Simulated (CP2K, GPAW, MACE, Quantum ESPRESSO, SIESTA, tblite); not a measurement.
# Which site? A vacancy of Si in amorphous Si0.9Ge0.1 (71 atoms), by several methods

At which of several sites of amorphous Si0.9Ge0.1 (71 atoms) does a vacancy of Si cost least, and do cheaper methods find the same site as plane waves?

The results are calculated values.

## 1. The cell

The cell holds 71 atoms (64 Si and 7 Ge), with edges of 11.46, 11.46 and 11.46 Å. Recipe: 71 atoms (64 Si, 7 Ge) placed at random at 2.54 g/cm³, melted at 3500 K for 10 ps at fixed volume with the Tersoff potential (Tersoff, Phys. Rev. B 39, 5566 (1989)). Quenched from 3500 K to 300 K at 100 K/ps and fixed volume, held 5 ps. Then the atoms were relaxed with MACE MPA-0 medium in the fixed cell.

## 2. The reference input

Quantum ESPRESSO 7.5: Kohn-Sham DFT, PBE, SSSP efficiency 1.3.0 pseudopotentials, plane waves. Its input, pw.in, for the unchanged cell:

```
&control
  calculation = 'scf'
  pseudo_dir = './pseudo'
  outdir = './tmp'
  disk_io = 'none'
  tprnfor = .true.
  tstress = .true.
/
&system
  ibrav = 0
  nat = 71
  ntyp = 2
  ecutwfc = 45
  ecutrho = 360
  nosym = .true.
  occupations = 'smearing'
  smearing = 'fd'
  degauss = 0.003675
/
&electrons
  conv_thr = 3.5e-07
  electron_maxstep = 100
  mixing_beta = 0.2
  mixing_mode = 'local-TF'
  diagonalization = 'david'
/
ATOMIC_SPECIES
Si 28.085 Si.upf
Ge 72.630 Ge.upf
CELL_PARAMETERS angstrom
11.46160 0.00000 0.00000
0.00000 11.46160 0.00000
0.00000 0.00000 11.46160
ATOMIC_POSITIONS crystal
Si 0.03809 0.66488 0.86942
Si 0.46969 0.78964 0.50874
Si 0.06580 0.33832 0.22942
Si 0.61898 0.56936 0.93701
[... 65 atom lines left out ...]
Ge 0.38242 0.37495 0.14788
Ge 0.71824 0.92999 0.34651
K_POINTS gamma
```

```console
$ OMP_NUM_THREADS=1 mpirun -np 2 pw.x -in pw.in > output.txt
```

The job ended after 4.8 min (2 MPI ranks of Arm Neoverse V1, shared host; peak memory 4.2 GiB).

It converged with an r.m.s. force component of 0.17 eV/Å and a pressure of -0.34 GPa.

## 3. Programs and settings

The levels share the cells and solve them as single points, though not every level runs every cell. CPU time is summed over a level's finished runs, on a host shared with the other runs, so it is rough; the force column is the median over cells of the r.m.s. difference of force components from the reference.

| level | basis or training data | k-points | runs finished | CPU time | peak memory (GiB) | force difference (meV/Å) |
| --- | --- | --- | --- | --- | --- | --- |
| QE, PBE | plane waves, SSSP efficiency, 45/360 Ry | Γ | 4 of 4 | 38 min | 4.2 | reference |
| CP2K double zeta, PBE | DZVP-UZH, GTH, 350 Ry | Γ | 3 of 3 | 16 min | 2.2 | 37 |
| GPAW dzp, PBE | dzp orbitals, PAW, h 0.18 Å | Γ | 3 of 3 | 19 min | 2.1 | 44 |
| SIESTA DZP, PBE | DZP orbitals, shift 0.01 Ry, mesh 300 Ry | Γ | 3 of 3 | 16 min | 1.3 | 68 |
| CP2K double zeta, RPBE | DZVP-UZH, GTH, 350 Ry | Γ | 3 of 3 | 16 min | 2.2 | 49 |
| tblite GFN1-xTB | tight binding with its own dispersion term | Γ | 2 of 3 | 14 s | 0.15 | 256 |
| MACE MP-0b2 small | trained on PBE(+U) plane-wave data | - | 4 of 4 | 29 s | 0.67 | 187 |
| MACE MPA-0 medium | trained on PBE(+U) plane-wave data | - | 4 of 4 | 34 s | 0.88 | 171 |

The reference's own r.m.s. force component runs from 169 to 179 meV/Å over these cells. MACE MPA-0 medium relaxed the atoms, so in the cells that it relaxed its forces are near zero and its entry mostly repeats the reference's forces.

## 4. The sites

Each changed cell was relaxed with MACE MPA-0 medium before the single points. Neighbours are the site's nearest atoms before the change.

| site | nearest atoms | their mean distance (Å) | atoms within 6 Å | largest move on relaxing (Å) | longest force left in the reference (eV/Å) |
| --- | --- | --- | --- | --- | --- |
| Si7 | Si3 | 2.47 | 41 | 0.51 | 0.66 |
| Si3 | Si3Ge | 2.41 | 46 | 1.13 | 0.61 |
| Si1 | Si3Ge2 | 2.55 | 44 | 0.76 | 0.74 |

## 5. Site energies

All changed cells hold the same atoms, so within one level their energies compare with no chemical potential. Energies in eV, less that of Si7, the reference's cheapest site; the last column is the largest deviation from the reference once each row's mean is taken off.

| level | Si7 | Si3 | Si1 | cheapest | largest deviation |
| --- | --- | --- | --- | --- | --- |
| QE, PBE | 0.00 | 0.10 | 1.46 | Si7 | - |
| CP2K double zeta, PBE | 0.00 | 0.18 | 1.58 | Si7 | 0.07 |
| GPAW dzp, PBE | 0.00 | 0.07 | 1.41 | Si7 | 0.03 |
| SIESTA DZP, PBE | 0.00 | 0.11 | 1.41 | Si7 | 0.03 |
| CP2K double zeta, RPBE | 0.00 | 0.21 | 1.65 | Si7 | 0.10 |
| MACE MP-0b2 small | 0.00 | 0.80 | 0.65 | Si7 | 0.77 |
| MACE MPA-0 medium | 0.00 | 0.46 | 1.05 | Si7 | 0.39 |

## 6. Outcome

In the reference the cheapest site is Si7 (Si3) and the dearest Si1 (Si3Ge2), 1.5 eV higher. All 6 other levels pick the same cheapest site, and 5 give the whole order. GPAW dzp, PBE follows the reference most closely (0.03 eV at worst) and MACE MP-0b2 small least (0.77 eV).

The other programs at PBE deviate by 0.07 eV at most, the learned potentials by 0.39 to 0.77 eV.

Caveats: The geometries are those of MACE MPA-0 medium; forces of up to 0.74 eV/Å remain in the reference, so relaxing in DFT would lower the energies, by amounts that can differ from site to site and can change the order. For MACE MPA-0 medium alone these are relaxed energies. Defects interact with their periodic images. Neighbours of a vacancy can rebond in unlike ways from site to site, which enters the differences. Atoms moved by over 1 Å in some relaxations, so part of the differences can come from the host's rearranging. The reference has no spin polarisation, so cut bonds at a vacancy can't carry moments. Only 3 of the 64 Si sites are compared. Learned potentials know no electrons, so they can't tell charge or spin states of the defect. The quench rate of 100 K/ps is many orders above laboratory rates, so the cell is likely richer in defects and strain than a real sample. The reference samples only Γ, in a cell whose shortest periodic width is 11 Å. The reference isn't exact: its cutoffs and mesh weren't converged further here. SIESTA's automatically made basis is far from complete, and its potentials were converted by us (checked for H, C, O, Si, Ge and Ca alone). Spin–orbit coupling is left out. Where levels are smeared, the DFT runs use Fermi–Dirac occupations at 580 K (0.05 eV), and energies are free energies.

[Long decimals in the printed logs are rounded to 6 places.]

[Logs are printed without paths, hosts, clocks, repeated set-up lines and the standing remarks that a program may print on its own settings, such as how far it seeks lower states.]

[Hosts, paths, dates, database ids (printed as entryN), source tags and the programs' standing remarks are cut or masked in the printed files.]
